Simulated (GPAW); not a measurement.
**C K ELNES/XANES of ZnNi3C (Pm-3m) from DFT**

Aim: the near-edge shape at the C K edge of ZnNi3C (Pm-3m), and what the core hole does to it.

Program: GPAW 26.7.0. Level of theory: X-ray absorption from dipole matrix elements to empty bands, plane-wave PAW LDA. Results are calculated unless marked as measured.

This is a report of a sequence of runs, with most program output left out.

## Step 1: Set-up

The structure is cubic, space group Pm-3m (No. 221). The conventional cell has a = 3.766 Å, b = 3.766 Å, c = 3.766 Å, α = 90.00°, β = 90.00°, γ = 90.00°. Zn has 12 Ni at 2.66 Å nearest. Nearest to Ni lie 2 C at 1.88 Å and 4 Zn at 2.66 Å and 8 Ni at 2.66 Å. Nearest to C lie 6 Ni at 1.88 Å. Farther neighbours are not listed.

Structure file:

```xyz
5
Lattice="3.7663 0.0000 0.0000 0.0000 3.7663 0.0000 0.0000 0.0000 3.7663" Properties=species:S:1:pos:R:3 pbc="T T T"
Zn    0.0000    0.0000    0.0000
Ni    1.8831    0.0000    1.8831
Ni    1.8831    1.8831    0.0000
Ni    0.0000    1.8831    1.8831
C     1.8831    1.8831    1.8831
```

## Step 2: Ground state of the crystal

A plain self-consistent run shows whether there is a gap and which moments survive; both decide the set-up of the core-hole run.

scf.py

```python
import numpy as np
from ase import Atoms
from ase.parallel import parprint, paropen
from gpaw import GPAW, PW, FermiDirac, Mixer, MixerDif, setup_paths
from gpaw.test import gen
setup_paths.insert(0, '.')
gen('C', name='nch1s', xcname='LDA', corehole=(1, 0, 0), write_xml=True)
from gpaw.mpi import world
world.barrier()

atoms = Atoms('ZnNi3C',
    cell=[[3.766253, 0, 0],
     [0, 3.766253, 0],
     [0, 0, 3.766253]],
    scaled_positions=[[0, 0, 0],
     [0.5, 0, 0.5],
     [0.5, 0.5, 0],
     [0, 0.5, 0.5],
     [0.5, 0.5, 0.5]],
    magmoms=[0.0, 2.0, 2.0, 2.0, 0.0],
    pbc=True)
atoms.calc = calc = GPAW(legacy_gpaw=True, mode=PW(430, force_complex_dtype=True), xc='LDA', setups={4: 'nch1s'},
    kpts={'size': (7, 7, 7), 'gamma': True}, occupations=FermiDirac(0.05),
    charge=0, mixer=MixerDif(0.05, 8, 50), maxiter=150,
    convergence={'density': 0.0001, 'eigenstates': 1e-6}, txt='scf.txt')
energy = atoms.get_potential_energy() + calc.get_reference_energy()
ef = calc.get_fermi_level()
out = dict(energy=energy, fermi=ef, forces=atoms.get_forces().tolist(), magmoms=atoms.get_magnetic_moments().tolist())
parprint(f'all-electron energy {energy:.4f} eV, Fermi level {ef:.4f} eV')
ev = np.array([[calc.get_eigenvalues(k, s) for k in range(len(calc.get_ibz_k_points()))] for s in range(calc.get_number_of_spins())])
out['homo'], out['lumo'], out['counts'] = ev[ev < ef].max(), ev[ev > ef].min(), sorted(set((ev < ef).sum((0, 2)).tolist()))
out['filled'] = (ev[:, 0] < ef).sum(1).tolist()
import json
with paropen('out.json', 'w') as f:
    json.dump(out, f)
```

Run with:

```sh
$ OMP_NUM_THREADS=1 mpirun -n 4 gpaw python scf.py
```

It took 14 s on 4 MPI ranks of Intel Xeon Platinum 8488C (Sapphire Rapids), shared host; peak memory 0.27 GiB.

The mesh shows no gap, so the system is treated as a metal and the core electron is put at the Fermi level (neutral cell).

## Step 3: Spectrum without a core hole, C atom 5

Without a hole the spectrum is the empty density of states of the right symmetry on the absorber, weighted by matrix elements. It needs only the small cell and serves as the baseline. The data set with a hole of occupation 0 only carries the core orbital.

The absorber has 6 Ni at 1.88 Å (octahedral, site symmetry m-3m).

xas.py

```python
import numpy as np
from ase import Atoms
from ase.parallel import parprint, paropen
from gpaw import GPAW, PW, FermiDirac, Mixer, MixerDif, setup_paths
from gpaw.test import gen
setup_paths.insert(0, '.')
gen('C', name='nch1s', xcname='LDA', corehole=(1, 0, 0), write_xml=True)
from gpaw.mpi import world
world.barrier()

atoms = Atoms('ZnNi3C',
    cell=[[3.766253, 0, 0],
     [0, 3.766253, 0],
     [0, 0, 3.766253]],
    scaled_positions=[[0, 0, 0],
     [0.5, 0, 0.5],
     [0.5, 0.5, 0],
     [0, 0.5, 0.5],
     [0.5, 0.5, 0.5]],
    magmoms=[0.0, 2.0, 2.0, 2.0, 0.0],
    pbc=True)
atoms.calc = calc = GPAW(legacy_gpaw=True, mode=PW(430, force_complex_dtype=True), xc='LDA', setups={4: 'nch1s'},
    kpts={'size': (9, 9, 9), 'gamma': True}, occupations=FermiDirac(0.1),
    charge=0, mixer=MixerDif(0.05, 8, 50), maxiter=150,
    convergence={'density': 0.0001, 'eigenstates': 1e-6}, txt='scf.txt')
energy = atoms.get_potential_energy() + calc.get_reference_energy()
ef = calc.get_fermi_level()
out = dict(energy=energy, fermi=ef, forces=atoms.get_forces().tolist(), magmoms=atoms.get_magnetic_moments().tolist())
parprint(f'all-electron energy {energy:.4f} eV, Fermi level {ef:.4f} eV')
ev = np.array([[calc.get_eigenvalues(k, s) for k in range(len(calc.get_ibz_k_points()))] for s in range(calc.get_number_of_spins())])
out['homo'], out['lumo'], out['counts'] = ev[ev < ef].max(), ev[ev > ef].min(), sorted(set((ev < ef).sum((0, 2)).tolist()))
out['filled'] = (ev[:, 0] < ef).sum(1).tolist()

from ase.units import Ha
from gpaw.xas import dipole_matrix_elements
nb = int(calc.get_number_of_electrons() / 2) + 50
top = nb
nscf = calc.fixed_density(kpts={'size': (8, 8, 8), 'gamma': True},
    convergence={'eigenstates': 1.0}, txt='nscf.txt')
nscf.diagonalize_full_hamiltonian(nbands=nb)
cell = atoms.cell.array
ops = [cell.T @ U.T @ np.linalg.inv(cell.T) for U in nscf.wfs.kd.symmetry.op_scc]
E = np.arange(-25, 34, 0.1)
fwhm = np.interp(E, [4, 25], [0.9, 3.5])
Y, X, zero, highest = 0, 0, 1e9, 1e9
for spin in range(nscf.get_number_of_spins()):
    wfs = nscf.wfs
    mine = wfs.bd.get_slice()  # this rank's bands
    A = dipole_matrix_elements(wfs.setups[4])
    eps = np.zeros((wfs.kd.nibzkpts, nb))
    d = np.zeros((3, A.shape[1], wfs.kd.nibzkpts, nb), complex)
    for kpt in wfs.kpt_u:
        if kpt.s == spin and 4 in kpt.P_ani:
            eps[kpt.k, mine] = kpt.eps_n * Ha
            d[:, :, kpt.k, mine] = (kpt.weight * wfs.nspins / 2) ** 0.5 * np.inner(A, kpt.P_ani[4])
    world.sum(eps)
    world.sum(d)
    T = np.einsum('amkn,bmkn->abkn', d, d.conj()).real
    T = sum(np.einsum('ai,ijkn,bj->abkn', R, T, R) for R in ops) / len(ops)
    empty = eps > ef
    zero, highest = min(zero, eps[empty].min()), min(highest, eps[:, top - 1].min())
    lines = [(eps, T, empty)] if spin == 0 else lines + [(eps, T, empty)]
for eps, T, empty in lines:
    f = np.einsum('aakn->akn', T).reshape(3, -1)
    x = eps.ravel() - zero
    w = np.interp(x, E, fwhm) / 2.35482
    g = np.exp(-0.5 * ((E[:, None] - x) / w) ** 2) / (w * (2 * np.pi) ** 0.5)
    Y = Y + (f * empty.ravel()) @ g.T
    X = X + (f * ~empty.ravel()) @ g.T
out.update(E=E.round(2).tolist(), xas=Y.tolist(), xes=X.tolist(), zero=zero, valid=highest - zero, nk=len(eps), nb=nb)
for i in range(0, len(E), 10):
    parprint(f'{E[i]:7.2f}', *(f'{v:10.3e}' for v in Y[:, i]))
import json
with paropen('out.json', 'w') as f:
    json.dump(out, f)
```

Run with:

```sh
$ OMP_NUM_THREADS=1 mpirun -n 4 gpaw python xas.py
```

Elapsed: 63 s, on 4 MPI ranks; peak memory 0.44 GiB; 4.2 min of CPU time.

The C K spectrum, C atom 5, no core hole (energy from the lowest empty level; intensity scaled to a mean of 1 over the first 20 eV):

```tsv
E (eV)	intensity
-2.0	0.00
-1.0	0.00
0.0	0.64
1.0	1.31
2.0	0.90
3.0	0.80
4.0	1.89
5.0	1.43
6.0	0.69
7.0	0.74
8.0	1.02
9.0	1.53
10.0	1.05
11.0	0.52
12.0	0.39
13.0	0.46
14.0	0.54
15.0	0.72
16.0	1.14
17.0	1.56
18.0	1.46
19.0	0.95
20.0	0.66
21.0	0.63
22.0	0.64
23.0	0.63
24.0	0.63
25.0	0.61
26.0	0.57
27.0	0.52
28.0	0.49
29.0	0.52
30.0	0.59
31.0	0.62
32.0	0.58
```

Main maxima below 24 eV (height): 0.8 eV (1.35), 2.4 eV (1.02), 4.4 eV (2.19), 9.1 eV (1.53) and 17.3 eV (1.60). A K edge sees empty p states; the first features are C p mixed into the empty d states of the Ni neighbours, and the broad ones above probably into the cations' higher empty bands.

The same matrix elements for filled bands give the C K emission of C atom 5 (ground-state approximation; energy from the lowest empty level, largest value 1):

```tsv
E (eV)	emission
-24.00	0.00
-23.25	0.00
-22.50	0.00
-21.75	0.00
-21.00	0.00
-20.25	0.00
-19.50	0.00
-18.75	0.00
-18.00	0.00
-17.25	0.00
-16.50	0.00
-15.75	0.00
-15.00	0.00
-14.25	0.00
-13.50	0.00
-12.75	0.01
-12.00	0.01
-11.25	0.00
-10.50	0.00
-9.75	0.00
-9.00	0.00
-8.25	0.09
-7.50	0.49
-6.75	0.57
-6.00	0.66
-5.25	0.90
-4.50	0.80
-3.75	0.23
-3.00	0.16
-2.25	0.08
-1.50	0.08
-0.75	0.11
0.00	0.22
0.75	0.02
1.50	0.00
2.25	0.00
3.00	0.00
```

Emission maxima: -5.0 eV (1.00) and -0.2 eV (0.24).

## Step 4: Reference energy of the supercell

The photon energy needs a difference of total energies, so the cell and mesh of the coming hole run are first run without a hole.

Changes to scf.py since step 2:

```diff
@@ -10,15 +10,20 @@
 
-atoms = Atoms('ZnNi3C',
-    cell=[[3.766253, 0, 0],
-     [0, 3.766253, 0],
-     [0, 0, 3.766253]],
+atoms = Atoms('Zn2Ni6C2',
+    cell=[[3.766253, 0, 3.766253],
+     [0, 3.766253, 3.766253],
+     [0, -3.766253, 3.766253]],
     scaled_positions=[[0, 0, 0],
+     [0, 0.5, 0.5],
+     [0.5, 0, 0],
+     [0.5, 0.5, 0.5],
      [0.5, 0, 0.5],
      [0.5, 0.5, 0],
-     [0, 0.5, 0.5],
-     [0.5, 0.5, 0.5]],
-    magmoms=[0.0, 2.0, 2.0, 2.0, 0.0],
+     [0, 0.5, 0],
+     [0, 0, 0.5],
+     [0.5, 0.25, 0.75],
+     [0.5, 0.75, 0.25]],
+    magmoms=[0.0, 0.0, 2.0, 2.0, 2.0, 2.0, 2.0, 2.0, 0.0, 0.0],
     pbc=True)
-atoms.calc = calc = GPAW(legacy_gpaw=True, mode=PW(430, force_complex_dtype=True), xc='LDA', setups={4: 'nch1s'},
-    kpts={'size': (7, 7, 7), 'gamma': True}, occupations=FermiDirac(0.05),
+atoms.calc = calc = GPAW(legacy_gpaw=True, mode=PW(430, force_complex_dtype=True), xc='LDA', setups={8: 'nch1s'},
+    kpts={'size': (7, 7, 7), 'gamma': True}, occupations=FermiDirac(0.1),
     charge=0, mixer=MixerDif(0.05, 8, 50), maxiter=150,
```

Run with:

```sh
$ OMP_NUM_THREADS=1 mpirun -n 4 gpaw python scf.py
```

Wall time 63 s (4 MPI ranks); peak memory 0.45 GiB.

Reference energy: -347492.163 eV with the cores included.

## Step 5: Spectrum with XCH, C atom 5

The holes are 5.3 Å apart. In GPAW the data set carries the hole's charge, so charge=0 means a charged cell and charge=-1 a neutral one. The excited electron is kept in the cell, where it fills the lowest empty states and screens the hole. After the field has converged, empty bands are computed with the density fixed and the dipole matrix elements are summed.

Changes to xas.py since step 3:

```diff
@@ -6,3 +6,3 @@
 setup_paths.insert(0, '.')
-gen('C', name='nch1s', xcname='LDA', corehole=(1, 0, 0), write_xml=True)
+gen('C', name='fch1s', xcname='LDA', corehole=(1, 0, 1), write_xml=True)
 from gpaw.mpi import world
@@ -10,16 +10,21 @@
 
-atoms = Atoms('ZnNi3C',
-    cell=[[3.766253, 0, 0],
-     [0, 3.766253, 0],
-     [0, 0, 3.766253]],
+atoms = Atoms('Zn2Ni6C2',
+    cell=[[3.766253, 0, 3.766253],
+     [0, 3.766253, 3.766253],
+     [0, -3.766253, 3.766253]],
     scaled_positions=[[0, 0, 0],
+     [0, 0.5, 0.5],
+     [0.5, 0, 0],
+     [0.5, 0.5, 0.5],
      [0.5, 0, 0.5],
      [0.5, 0.5, 0],
-     [0, 0.5, 0.5],
-     [0.5, 0.5, 0.5]],
-    magmoms=[0.0, 2.0, 2.0, 2.0, 0.0],
+     [0, 0.5, 0],
+     [0, 0, 0.5],
+     [0.5, 0.25, 0.75],
+     [0.5, 0.75, 0.25]],
+    magmoms=[0.0, 0.0, 2.0, 2.0, 2.0, 2.0, 2.0, 2.0, 0.0, 0.0],
     pbc=True)
-atoms.calc = calc = GPAW(legacy_gpaw=True, mode=PW(430, force_complex_dtype=True), xc='LDA', setups={4: 'nch1s'},
-    kpts={'size': (9, 9, 9), 'gamma': True}, occupations=FermiDirac(0.1),
-    charge=0, mixer=MixerDif(0.05, 8, 50), maxiter=150,
+atoms.calc = calc = GPAW(legacy_gpaw=True, mode=PW(430, force_complex_dtype=True), xc='LDA', setups={8: 'fch1s'},
+    kpts={'size': (7, 7, 7), 'gamma': True}, occupations=FermiDirac(0.1),
+    charge=-1, mixer=MixerDif(0.05, 8, 50), maxiter=150,
     convergence={'density': 0.0001, 'eigenstates': 1e-6}, txt='scf.txt')
@@ -35,10 +40,9 @@
 from gpaw.xas import dipole_matrix_elements
-nb = int(calc.get_number_of_electrons() / 2) + 50
-top = nb
-nscf = calc.fixed_density(kpts={'size': (8, 8, 8), 'gamma': True},
-    convergence={'eigenstates': 1.0}, txt='nscf.txt')
-nscf.diagonalize_full_hamiltonian(nbands=nb)
+nb = int(calc.get_number_of_electrons() / 2) + 97
+top, nb = nb, nb + 8 + nb // 12
+nscf = calc.fixed_density(kpts={'size': (8, 8, 8), 'gamma': True}, nbands=nb,
+    convergence={'bands': top, 'eigenstates': 5e-3}, maxiter=60, txt='nscf.txt')
 cell = atoms.cell.array
 ops = [cell.T @ U.T @ np.linalg.inv(cell.T) for U in nscf.wfs.kd.symmetry.op_scc]
-E = np.arange(-25, 34, 0.1)
+E = np.arange(-6, 34, 0.1)
 fwhm = np.interp(E, [4, 25], [0.9, 3.5])
@@ -48,3 +52,3 @@
     mine = wfs.bd.get_slice()  # this rank's bands
-    A = dipole_matrix_elements(wfs.setups[4])
+    A = dipole_matrix_elements(wfs.setups[8])
     eps = np.zeros((wfs.kd.nibzkpts, nb))
@@ -52,5 +56,5 @@
     for kpt in wfs.kpt_u:
-        if kpt.s == spin and 4 in kpt.P_ani:
+        if kpt.s == spin and 8 in kpt.P_ani:
             eps[kpt.k, mine] = kpt.eps_n * Ha
-            d[:, :, kpt.k, mine] = (kpt.weight * wfs.nspins / 2) ** 0.5 * np.inner(A, kpt.P_ani[4])
+            d[:, :, kpt.k, mine] = (kpt.weight * wfs.nspins / 2) ** 0.5 * np.inner(A, kpt.P_ani[8])
     world.sum(eps)
```

Run with:

```sh
$ OMP_NUM_THREADS=1 mpirun -n 4 gpaw python xas.py
```

Wall time 2.8 min (4 MPI ranks); peak memory 0.65 GiB.

The C K spectrum, C atom 5, excited-electron core hole (neutral cell) (energy from the lowest empty level; intensity scaled to a mean of 1 over the first 20 eV):

```tsv
E (eV)	intensity
-2.00	0.00
-1.25	0.00
-0.50	0.22
0.25	1.52
1.00	1.19
1.75	1.22
2.50	1.00
3.25	1.71
4.00	2.24
4.75	1.00
5.50	0.63
6.25	0.61
7.00	0.81
7.75	1.19
8.50	1.50
9.25	1.06
10.00	0.55
10.75	0.42
11.50	0.44
12.25	0.51
13.00	0.56
13.75	0.65
14.50	0.88
15.25	1.23
16.00	1.52
16.75	1.51
17.50	1.18
18.25	0.78
19.00	0.55
19.75	0.50
20.50	0.53
21.25	0.54
22.00	0.54
22.75	0.55
23.50	0.56
24.25	0.56
25.00	0.55
25.75	0.51
26.50	0.48
27.25	0.48
28.00	0.51
28.75	0.55
29.50	0.59
30.25	0.59
31.00	0.55
31.75	0.51
```

Main maxima below 24 eV (height): 0.4 eV (1.63), 1.9 eV (1.24), 3.8 eV (2.37), 8.5 eV (1.50) and 16.4 eV (1.56). 

The total-energy difference is 279.78 eV.

## Step 6: Spectrum with FCH, C atom 5

The holes are 5.3 Å apart. In GPAW the data set carries the hole's charge, so charge=0 means a charged cell and charge=-1 a neutral one. The excited electron is left out and a uniform background balances the charge. After the field has converged, empty bands are computed with the density fixed and the dipole matrix elements are summed.

Changed against the first core-hole run: core hole to FCH.

Changes to xas.py since step 5:

```diff
@@ -28,3 +28,3 @@
     kpts={'size': (7, 7, 7), 'gamma': True}, occupations=FermiDirac(0.1),
-    charge=-1, mixer=MixerDif(0.05, 8, 50), maxiter=150,
+    charge=0, mixer=MixerDif(0.05, 8, 50), maxiter=150,
     convergence={'density': 0.0001, 'eigenstates': 1e-6}, txt='scf.txt')
```

Elapsed: 2.5 min, on 4 MPI ranks; peak memory 0.66 GiB; 10 min of CPU time.

```tsv
E (eV)	first run	this run
-2.0	0.00	0.00
-1.0	0.01	0.01
0.0	1.10	1.12
1.0	1.19	1.26
2.0	1.22	1.20
3.0	1.27	1.02
4.0	2.24	2.30
5.0	0.75	1.04
6.0	0.61	0.62
7.0	0.81	0.69
8.0	1.34	1.13
9.0	1.27	1.42
10.0	0.55	0.70
11.0	0.42	0.42
12.0	0.49	0.45
13.0	0.56	0.54
14.0	0.71	0.63
15.0	1.11	0.94
16.0	1.52	1.40
17.0	1.42	1.50
18.0	0.90	1.08
19.0	0.55	0.62
20.0	0.51	0.50
21.0	0.54	0.53
22.0	0.54	0.54
23.0	0.55	0.54
24.0	0.57	0.55
25.0	0.55	0.55
26.0	0.50	0.51
27.0	0.48	0.48
28.0	0.51	0.48
29.0	0.57	0.54
30.0	0.59	0.58
31.0	0.55	0.57
32.0	0.49	0.51
```

The scaled spectrum changes by 14 % r.m.s. A shift of +0.2 eV leaves 9 %. The highest intensity below 16 eV goes from 3.8 eV (2.37) to 4.0 eV (2.30).

The photon energy of the zero moves by -0.13 eV.

## Step 7: Spectrum with XCH, C atom 5

Another set-up is tried: charge keyword to -2.

Changes to xas.py since step 6:

```diff
@@ -28,3 +28,3 @@
     kpts={'size': (7, 7, 7), 'gamma': True}, occupations=FermiDirac(0.1),
-    charge=0, mixer=MixerDif(0.05, 8, 50), maxiter=150,
+    charge=-2, mixer=MixerDif(0.05, 8, 50), maxiter=150,
     convergence={'density': 0.0001, 'eigenstates': 1e-6}, txt='scf.txt')
@@ -42,3 +42,3 @@
 top, nb = nb, nb + 8 + nb // 12
-nscf = calc.fixed_density(kpts={'size': (8, 8, 8), 'gamma': True}, nbands=nb,
+nscf = calc.fixed_density(kpts={'size': (5, 5, 5), 'gamma': True}, nbands=nb,
     convergence={'bands': top, 'eigenstates': 5e-3}, maxiter=60, txt='nscf.txt')
```

It took 1.8 min on 4 MPI ranks; peak memory 0.45 GiB.

The run finished. A setting was moved off its sound value on purpose, so it serves as a test and not as the result.

The fault put into the input: the charge keyword adds two electrons for one core hole.

This run also has another mesh (5×5×5 against 8×8×8), so the 17 % r.m.s. difference can't be laid on the changed setting alone. The highest intensity below 16 eV goes from 3.8 eV (2.37) to 3.5 eV (2.36).

```tsv
E (eV)	first run	this run
-2.0	0.00	0.00
-0.5	0.22	0.27
1.0	1.19	1.21
2.5	1.00	1.07
4.0	2.24	1.80
5.5	0.63	0.59
7.0	0.81	1.01
8.5	1.50	1.36
10.0	0.55	0.48
11.5	0.44	0.48
13.0	0.56	0.60
14.5	0.88	1.07
16.0	1.52	1.59
17.5	1.18	0.97
19.0	0.55	0.50
20.5	0.53	0.55
22.0	0.54	0.55
23.5	0.56	0.57
25.0	0.55	0.54
26.5	0.48	0.49
28.0	0.51	0.54
29.5	0.59	0.60
31.0	0.55	0.55
```

## Step 8: What the core hole does

Both curves are counted from their own zero, so only the shift of weight within the empty states shows.

```tsv
E (eV)	no hole	XCH
-2.0	0.00	0.00
-1.0	0.00	0.01
0.0	0.64	1.10
1.0	1.31	1.19
2.0	0.90	1.22
3.0	0.80	1.27
4.0	1.89	2.24
5.0	1.43	0.75
6.0	0.69	0.61
7.0	0.74	0.81
8.0	1.02	1.34
9.0	1.53	1.27
10.0	1.05	0.55
11.0	0.52	0.42
12.0	0.39	0.49
13.0	0.46	0.56
14.0	0.54	0.71
15.0	0.72	1.11
16.0	1.14	1.52
17.0	1.56	1.42
18.0	1.46	0.90
19.0	0.95	0.55
20.0	0.66	0.51
21.0	0.63	0.54
22.0	0.64	0.54
23.0	0.63	0.55
24.0	0.63	0.57
25.0	0.61	0.55
26.0	0.57	0.50
27.0	0.52	0.48
28.0	0.49	0.51
29.0	0.52	0.57
30.0	0.59	0.59
31.0	0.62	0.55
32.0	0.58	0.49
```

With each curve scaled to its own mean, the area from −2 to 6 eV with the hole is 8.1 against 7.4, and the centre of weight from −1 to 20 eV moves by -0.6 eV (first and strongest maxima below 20 eV: 0.8 eV (1.35), 4.4 eV (2.19), 9.1 eV (1.53) and 17.3 eV (1.60) without the hole, 0.4 eV (1.63), 3.8 eV (2.37) and 16.4 eV (1.56) with it); the shape changes all the same, by 34 % r.m.s.

## Step 9: What came out

- absorber and edge: C K, atom 5 of the ground-state input (counted from 1)
- surroundings: 6 Ni at 1.88 Å (octahedral, site symmetry m-3m)
- highest intensity below 16 eV: 3.8 eV above the zero, height 2.37
- photon energy of the zero (spin-polarised hole, raw): 279.8 eV (LDA puts this hole about 3 eV below PBE, itself good to a few eV)

**Reading.** The C K edge of atom 5, with 6 Ni at 1.88 Å (octahedral, site symmetry m-3m), has its highest intensity of the first 16 eV at 3.8 eV above the zero, near 284 eV in photon energy (LDA puts this hole about 3 eV below PBE, itself good to a few eV), 2.4 times the mean level of the first 20 eV (Gaussian full width 0.9 eV up to 4 eV, rising linearly to 3.5 eV at 25 eV). With each curve scaled to its own mean, the area from −2 to 6 eV with the hole is 8.1 against 7.4, and the centre of weight from −1 to 20 eV moves by -0.6 eV (first and strongest maxima below 20 eV: 0.8 eV (1.35), 4.4 eV (2.19), 9.1 eV (1.53) and 17.3 eV (1.60) without the hole, 0.4 eV (1.63), 3.8 eV (2.37) and 16.4 eV (1.56) with it); the shape changes all the same, by 34 % r.m.s. Changing the core hole to FCH alters the shape by 14 % r.m.s., a modest effect on the whole. The hole lies in one spin channel, while the script sums the empty states of both and takes the lower zero; where the two channels are split, this blurs and shifts the curve. The starting moments shrank to 0.00 μB or less, so this is hardly a magnetic state. The holes are only 5.3 Å apart, so the shape is probably not converged with cell size; no larger cell was run here. The structure is a computed Materials Project entry and may be a hypothetical form.

[Logs are printed without paths, hosts, clocks, repeated set-up lines and the standing remarks that a program may print on its own settings, such as how far it seeks lower states.]

[Hosts, paths, dates, database ids (printed as entryN), source tags and the programs' standing remarks are cut or masked in the printed files.]

[Lists of maxima count a maximum above −3 eV only where it reaches 4 % of the highest in the window and stands out from its surroundings by 2 % of it (1.5 % where it reaches 55 %); shoulders and weaker maxima are passed over, and of the rest the first, up to two pre-edge ones and the few strongest are named.]
